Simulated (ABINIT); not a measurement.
**BaMg2Sb2 (P-3m1): a self-consistent loop beyond G0W0, cycle by cycle**

How far does self-consistency move the gap of BaMg2Sb2 (P-3m1)?

Main program and level: ABINIT 10.8.3; LDA and many-body steps on it, plane waves.

Report form: the programs' logs are mostly left out.

## (1) The structure

It takes space group P-3m1 (No. 164, trigonal). The conventional cell has a = 4.770 Å, b = 4.770 Å, c = 8.100 Å, α = 90.00°, β = 90.00°, γ = 120.00°. Nearest to Ba lie 6 Sb at 3.51 Å. Nearest to Mg lie 4 Sb at 2.89 Å. Nearest to Sb lie 4 Mg at 2.89 Å and 3 Ba at 3.51 Å. Farther neighbours are not listed.

Structure file:

```cif
data_structure
_symmetry_space_group_name_H-M 'P-3m1'
_symmetry_Int_Tables_number 164
_cell_length_a 4.7700
_cell_length_b 4.7700
_cell_length_c 8.1000
_cell_angle_alpha 90.000
_cell_angle_beta 90.000
_cell_angle_gamma 120.000
_cell_volume 159.61
loop_
_atom_site_label
_atom_site_type_symbol
_atom_site_symmetry_multiplicity
_atom_site_Wyckoff_symbol
_atom_site_fract_x
_atom_site_fract_y
_atom_site_fract_z
_atom_site_occupancy
Ba1 Ba 1 a 0.00000 0.00000 0.00000 1
Mg1 Mg 2 d 0.33333 0.66667 0.62470 1
Sb1 Sb 2 d 0.33333 0.66667 0.26800 1
```

The cell and positions come from the Crystallography Open Database and are kept as given unless a step says otherwise. Spin-orbit coupling is left out unless a step names it.

## (2) Empty states on the mesh, 3×3×1 mesh, 157 bands

This step: ABINIT 10.8.3; DFT, LDA, plane waves, norm-conserving pseudopotentials.

The sums over transitions need many empty states on a uniform mesh; this step solves for them.

File run.abi:

```
acell 3*1.0 Angstrom
rprim 
  4.770000000028 -0.000000000006 0.000000000000
  -2.385000000008 4.130941176079 0.000000000000
  0.000000000000 0.000000000000 8.100000000000
ntypat 3
znucl 56 12 51
natom 5
typat 1 2 2 3 3
xred 
  0.000000000000 0.000000000000 0.000000000000
  0.333333333333 0.666666666667 0.624700000000
  0.666666666667 0.333333333333 0.375300000000
  0.333333333333 0.666666666667 0.268000000000
  0.666666666667 0.333333333333 0.732000000000
pp_dirpath "pseudos"
pseudos "Ba.upf, Mg.upf, Sb.upf"
ecut 40
ngkpt 3 3 1
nshiftk 1
shiftk 0 0 0
kptopt 1
chksymbreak 0
iscf -2
irdden 1
istwfk *1
nband 157
nbdbuf 14
tolwfr 1e-09
nstep 60
prtvol 0
indata_prefix "in"
outdata_prefix "out"
tmpdata_prefix "tmp"
```

The run is started by

```bash
$ OMP_NUM_THREADS=1 mpirun -n 3 abinit run.abi > log
```

Wall time 2.5 min (3 MPI ranks of Intel Xeon Platinum 8259CL at 2.50GHz (Skylake/Cascade Lake), shared host); peak memory 0.46 GiB; 7.5 min of CPU time.

This step gave:

```
gap                                                           : 1.039 eV
k of the valence top                                          : 0, 0, 0
k of the conduction bottom                                    : 0.3333, 0, 0
least direct gap                                              : 1.421 eV
k points computed                                             : 3
lowest point of the top converged band, above the valence top : 36.26 eV
```

On this mesh the gap is 1.039 eV.

The density comes from a self-consistent run that is not shown.

## (3) Screening, 3×3×1 mesh, 143 bands, screening to 106.1 eV

The RPA dielectric matrix is built and inverted for each q.

This step: RPA screening on LDA, plane waves, norm-conserving pseudopotentials.

run.abi: that of step 2 with these lines changed.

```diff
@@ -23,10 +23,11 @@
 chksymbreak 0
-iscf -2
-irdden 1
 istwfk *1
-nband 157
-nbdbuf 14
-tolwfr 1e-09
-nstep 60
-prtvol 0
+occopt 1
+irdwfk 1
+optdriver 3
+nband 143
+ecuteps 3.9
+inclvkb 2
+awtr 1
+symchi 1
 indata_prefix "in"
```

The run is started by

```bash
$ OMP_NUM_THREADS=1 mpirun -n 4 abinit run.abi > log
```

Wall time 99 s (4 MPI ranks); peak memory 1.4 GiB.

This step gave:

| Property | Result |
| --- | --- |
| ε∞ with local fields, on this mesh, along the program's q direction | 18.61 |
| the same without local fields | 21.02 |
| plasma frequency | 25.62 eV |
| plane waves in the screening matrix | 379 |

Local fields lower ε∞ by 11 %. On a Γ-centred mesh this coarse the value itself is usually too large, while a short band sum pulls it down.

## (4) G0W0

The self-energy is evaluated for the states that the input lists, and the levels follow from it, in one-shot runs by the linearised quasiparticle equation.

This step: G0W0 on LDA, plane waves, norm-conserving pseudopotentials.

run.abi: that of step 3 with these lines changed.

```diff
@@ -26,8 +26,17 @@
 irdwfk 1
-optdriver 3
+optdriver 4
 nband 143
+gwcalctyp 0
+ecutsigx 40
+symsigma 1
+nkptgw 2
+kptgw 
+  0.0000000000 0.0000000000 0.0000000000
+  0.3333333333 0.0000000000 0.0000000000
+bdgw 
+  37 40
+  37 40
 ecuteps 3.9
-inclvkb 2
-awtr 1
-symchi 1
+irdscr 1
+ppmodel 1
 indata_prefix "in"
```

The job ended after 32 s (4 MPI ranks; peak memory 1.1 GiB).

This step gave:

```
G0W0 gap on the points computed              : 1.354 eV
starting gap on the mesh                     : 1.039 eV
k of the valence top                         : 0, 0, 0
k of the conduction bottom                   : 0.3333, 0, 0
Z at the valence top                         : 0.783
Z at the conduction bottom                   : 0.793
least direct G0W0 gap on the computed points : 1.953 eV
```

The gap on the mesh goes from 1.04 eV to 1.35 eV, a correction of +0.32 eV.

## (5) evGW0, cycle 1

This step: evGW0 on LDA, plane waves, norm-conserving pseudopotentials.

run.abi: that of step 4 with these lines changed.

```diff
@@ -28,6 +28,6 @@
 nband 143
-gwcalctyp 0
+gwcalctyp 10
 ecutsigx 40
 symsigma 1
-nkptgw 2
+nkptgw 3
 kptgw 
@@ -35,5 +35,7 @@
   0.3333333333 0.0000000000 0.0000000000
+  0.3333333333 0.3333333333 0.0000000000
 bdgw 
-  37 40
-  37 40
+  31 43
+  31 43
+  31 43
 ecuteps 3.9
```

It took 1.8 min on 4 MPI ranks; peak memory 1.7 GiB.

This step gave:

```yaml
quasiparticle_gap_on_the_points_computed: 1.434 eV
gap_of_the_density_functional_on_the_mesh: 1.039 eV
k_of_the_valence_top: 0, 0, 0
k_of_the_conduction_bottom: 0.3333, 0, 0
z_at_the_valence_top: 0.783
z_at_the_conduction_bottom: 0.793
least_direct_quasiparticle_gap_on_the_computed_points: 2.082 eV
```

Against G0W0 in ABINIT (3×3×1 mesh, 143 bands, screening to 106.1 eV, Godby-Needs plasmon pole), the gap moves by +0.080 eV. This first cycle still uses the starting levels; it takes the full correction, at all points of the mesh, and its linearised value is 1.354 eV.

## (6) evGW0, cycle 2

The corrected levels of the last cycle go back in.

run.abi: that of step 5 with these lines changed.

```diff
@@ -43,2 +43,3 @@
 ppmodel 1
+irdqps 1
 indata_prefix "in"
```

It took 2 min on 4 MPI ranks; peak memory 1.7 GiB.

Numbers from this step:

- quasiparticle gap on the points computed: 1.397 eV
- gap of the density functional on the mesh: 1.039 eV
- k of the valence top: 0, 0, 0
- k of the conduction bottom: 0.3333, 0, 0
- least direct quasiparticle gap on the computed points: 1.996 eV

Against the cycle before, the gap moves by −0.037 eV.

## (7) evGW0, cycle 3

run.abi is that of step 6.

Wall time 1.9 min (4 MPI ranks); peak memory 1.7 GiB; 7.4 min of CPU time.

Numbers from this step:

```
quasiparticle gap on the points computed              : 1.400 eV
gap of the density functional on the mesh             : 1.039 eV
k of the valence top                                  : 0, 0, 0
k of the conduction bottom                            : 0.3333, 0, 0
least direct quasiparticle gap on the computed points : 2.008 eV
```

Against the cycle before, the gap moves by +0.003 eV.

## (8) Screening, 3×3×1 mesh, 143 bands, screening to 106.1 eV

This step: RPA screening on LDA, plane waves, norm-conserving pseudopotentials.

run.abi: that of step 7 with these lines changed.

```diff
@@ -26,20 +26,13 @@
 irdwfk 1
-optdriver 4
+optdriver 3
 nband 143
+ecuteps 3.9
+inclvkb 2
+awtr 1
+symchi 1
 gwcalctyp 10
-ecutsigx 40
-symsigma 1
-nkptgw 3
-kptgw 
-  0.0000000000 0.0000000000 0.0000000000
-  0.3333333333 0.0000000000 0.0000000000
-  0.3333333333 0.3333333333 0.0000000000
-bdgw 
-  31 43
-  31 43
-  31 43
-ecuteps 3.9
-irdscr 1
-ppmodel 1
-irdqps 1
+mbpt_sciss 0.499 eV
+nqptdm 1
+qptdm 
+  0 0 0
 indata_prefix "in"
```

Elapsed: 53 s, on 4 MPI ranks; peak memory 1.4 GiB.

Numbers from this step:

| Property | Result |
| --- | --- |
| ε∞ with local fields, on this mesh, along the program's q direction | 15.52 |
| the same without local fields | 17.38 |
| plasma frequency | 25.62 eV |
| plane waves in the screening matrix | 379 |

This screening uses the functional's bands under a rigid shift, the mean opening of the cycle before.

## (9) Screening, 3×3×1 mesh, 143 bands, screening to 106.1 eV

This step: RPA screening on LDA from quasiparticle energies, plane waves, norm-conserving pseudopotentials.

run.abi: that of step 8 with these lines changed.

```diff
@@ -32,7 +32,8 @@
 symchi 1
+irdqps 1
 gwcalctyp 10
-mbpt_sciss 0.499 eV
-nqptdm 1
+nqptdm 2
 qptdm 
-  0 0 0
+  0.3333333333 0.0000000000 0.0000000000
+  0.3333333333 0.3333333333 0.0000000000
 indata_prefix "in"
```

File mrgscr.stdin:

```
2
merged
q0_SCR
out_SCR
1
```

The run is started by

```bash
$ OMP_NUM_THREADS=1 mpirun -n 4 abinit run.abi > log; mrgscr < mrgscr.stdin
```

Wall time 46 s (4 MPI ranks); peak memory 1.2 GiB; 3.1 min of CPU time.

Numbers from this step:

```
plasma frequency                    : 25.62 eV
plane waves in the screening matrix : 379
```

This screening reads the quasiparticle levels of the cycle before.

## (10) evGW, cycle 1

This step: evGW on LDA, plane waves, norm-conserving pseudopotentials.

run.abi: that of step 9 with these lines changed.

```diff
@@ -26,14 +26,20 @@
 irdwfk 1
-optdriver 3
+optdriver 4
 nband 143
-ecuteps 3.9
-inclvkb 2
-awtr 1
-symchi 1
-irdqps 1
 gwcalctyp 10
-nqptdm 2
-qptdm 
+ecutsigx 40
+symsigma 1
+nkptgw 3
+kptgw 
+  0.0000000000 0.0000000000 0.0000000000
   0.3333333333 0.0000000000 0.0000000000
   0.3333333333 0.3333333333 0.0000000000
+bdgw 
+  31 43
+  31 43
+  31 43
+ecuteps 3.9
+irdscr 1
+ppmodel 1
+irdqps 1
 indata_prefix "in"
```

The run is started by

```bash
$ OMP_NUM_THREADS=1 mpirun -n 4 abinit run.abi > log
```

The job ended after 99 s (4 MPI ranks; peak memory 1.7 GiB; 6.6 min of CPU time).

This step gave:

```yaml
quasiparticle_gap_on_the_points_computed: 1.471 eV
gap_of_the_density_functional_on_the_mesh: 1.039 eV
k_of_the_valence_top: 0, 0, 0
k_of_the_conduction_bottom: 0.3333, 0, 0
least_direct_quasiparticle_gap_on_the_computed_points: 2.076 eV
```

Against G0W0 in ABINIT (3×3×1 mesh, 143 bands, screening to 106.1 eV, Godby-Needs plasmon pole), the gap moves by +0.117 eV.

## (11) Screening, 3×3×1 mesh, 143 bands, screening to 106.1 eV

This step: RPA screening on LDA, plane waves, norm-conserving pseudopotentials.

run.abi: that of step 10 with these lines changed.

```diff
@@ -26,20 +26,13 @@
 irdwfk 1
-optdriver 4
+optdriver 3
 nband 143
+ecuteps 3.9
+inclvkb 2
+awtr 1
+symchi 1
 gwcalctyp 10
-ecutsigx 40
-symsigma 1
-nkptgw 3
-kptgw 
-  0.0000000000 0.0000000000 0.0000000000
-  0.3333333333 0.0000000000 0.0000000000
-  0.3333333333 0.3333333333 0.0000000000
-bdgw 
-  31 43
-  31 43
-  31 43
-ecuteps 3.9
-irdscr 1
-ppmodel 1
-irdqps 1
+mbpt_sciss 0.571 eV
+nqptdm 1
+qptdm 
+  0 0 0
 indata_prefix "in"
```

Wall time 54 s (4 MPI ranks); peak memory 1.4 GiB.

This step gave:

```yaml
eps_infinity_with_local_fields_on_this_mesh_along_the_program_s_q_direction: 15.17
the_same_without_local_fields: 16.97
plasma_frequency: 25.62 eV
plane_waves_in_the_screening_matrix: 379
```

This screening uses the functional's bands under a rigid shift, the mean opening of the cycle before.

## (12) Screening, 3×3×1 mesh, 143 bands, screening to 106.1 eV

This step: RPA screening on LDA from quasiparticle energies, plane waves, norm-conserving pseudopotentials.

run.abi: that of step 11 with these lines changed.

```diff
@@ -32,7 +32,8 @@
 symchi 1
+irdqps 1
 gwcalctyp 10
-mbpt_sciss 0.571 eV
-nqptdm 1
+nqptdm 2
 qptdm 
-  0 0 0
+  0.3333333333 0.0000000000 0.0000000000
+  0.3333333333 0.3333333333 0.0000000000
 indata_prefix "in"
```

mrgscr.stdin is that of step 9.

The run is started by

```bash
$ OMP_NUM_THREADS=1 mpirun -n 4 abinit run.abi > log; mrgscr < mrgscr.stdin
```

The job ended after 45 s (4 MPI ranks; peak memory 1.2 GiB).

This step gave:

- plasma frequency: 25.62 eV
- plane waves in the screening matrix: 379

This screening reads the quasiparticle levels of the cycle before.

## (13) evGW, cycle 2

This step: evGW on LDA, plane waves, norm-conserving pseudopotentials.

run.abi: that of step 12 with these lines changed.

```diff
@@ -26,14 +26,20 @@
 irdwfk 1
-optdriver 3
+optdriver 4
 nband 143
-ecuteps 3.9
-inclvkb 2
-awtr 1
-symchi 1
-irdqps 1
 gwcalctyp 10
-nqptdm 2
-qptdm 
+ecutsigx 40
+symsigma 1
+nkptgw 3
+kptgw 
+  0.0000000000 0.0000000000 0.0000000000
   0.3333333333 0.0000000000 0.0000000000
   0.3333333333 0.3333333333 0.0000000000
+bdgw 
+  31 43
+  31 43
+  31 43
+ecuteps 3.9
+irdscr 1
+ppmodel 1
+irdqps 1
 indata_prefix "in"
```

The run is started by

```bash
$ OMP_NUM_THREADS=1 mpirun -n 4 abinit run.abi > log
```

Elapsed: 1.8 min, on 4 MPI ranks; peak memory 1.7 GiB; 7 min of CPU time.

Numbers from this step:

```yaml
quasiparticle_gap_on_the_points_computed: 1.474 eV
gap_of_the_density_functional_on_the_mesh: 1.039 eV
k_of_the_valence_top: 0, 0, 0
k_of_the_conduction_bottom: 0.3333, 0, 0
least_direct_quasiparticle_gap_on_the_computed_points: 2.078 eV
```

Against the cycle before, the gap moves by +0.003 eV.

## (14) Side by side

Times are wall times on 4 MPI ranks of Intel Xeon Platinum 8259CL at 2.50GHz (Skylake/Cascade Lake), shared host, good to a factor of about two. A run's time includes the screening step that it read.

```
           run   mesh  bands  screening cutoff (eV)  DFT gap (eV)  gap on the mesh (eV)  direct (eV)  ε∞ used     time
          G0W0  3×3×1    143                  106.1         1.039                 1.354        1.953    18.61  2.2 min
evGW0, cycle 1  3×3×1    143                  106.1         1.039                 1.434        2.082    18.61  3.4 min
evGW0, cycle 2  3×3×1    143                  106.1         1.039                 1.397        1.996    18.61  3.7 min
evGW0, cycle 3  3×3×1    143                  106.1         1.039                 1.400        2.008    18.61  3.5 min
 evGW, cycle 1  3×3×1    143                  106.1         1.039                 1.471        2.076    15.52  3.3 min
 evGW, cycle 2  3×3×1    143                  106.1         1.039                 1.474        2.078    15.17  3.4 min
```

## (15) Summary of results

```json
{
 "G0W0": "1.354 eV",
 "evGW0, cycle 1": "1.434 eV",
 "evGW0, cycle 2": "1.397 eV",
 "evGW0, cycle 3": "1.400 eV",
 "evGW, cycle 1": "1.471 eV",
 "evGW, cycle 2": "1.474 eV",
 "known limits": "not at the basis limit; no spin-orbit coupling; coarse k mesh"
}
```

What this shows: Only the bands that the input lists are updated; the others, empty or deep, keep the functional's energies or take a rigid shift. The evGW loop starts from the last levels of evGW0, so its cycles and time come on top of those. evGW0 ends at 1.40 eV, +0.05 eV from G0W0, after 3 cycles that took 5.7 min beside the first screening; the last moved the gap by 0.003 eV. evGW ends at 1.47 eV, +0.12 eV from G0W0, after 2 cycles that took 6.7 min beside the first screening; the last moved the gap by 0.003 eV. The first cycle of evGW0 takes the full correction, without the factor Z, so it overshoots the one-shot value. Bands and cutoff are finite, so the gap is not at the basis limit. The miss can reach some tenths of an eV and take either sign; the mesh is an error of its own. In the G0W0 runs levels were corrected at 2 k points alone, so a gap called «on the mesh» is the least over those, and an edge elsewhere would be missed. A denser mesh or path gives a starting gap of 0.78 eV: the GW mesh misses a band edge, so its gaps are not the fundamental one. The 3×3×1 mesh is coarse for this cell, which bears on the long-range parts of exchange and screening. In the updated screening the q = 0 part is built from Kohn-Sham bands under a rigid shift, the other q from the quasiparticle levels. The many-body steps are scalar-relativistic: spin-orbit coupling is not in them.

[Paths, hosts, dates, memory and timing lines, banners, echoed tables and standing remarks are left out of the program output.]

[Logs are printed without paths, hosts, clocks, repeated set-up lines and the standing remarks that a program may print on its own settings, such as how far it seeks lower states.]

[Runs of the session that timed out or met a known fault of the program may be left out.]

[Hosts, paths, dates, database ids (printed as entryN), source tags and the programs' standing remarks are cut or masked in the printed files.]

[G0W0 gaps are taken among the corrected bands and points alone; a level outside them can change the order at an edge.]

[Where Ansatz stands beside ABINIT at settings called matched, ABINIT's density can come from a denser mesh and the files from another edition; pairs whose starting gaps differed by over 0.03 eV were left out, so agreement reads better than it is.]
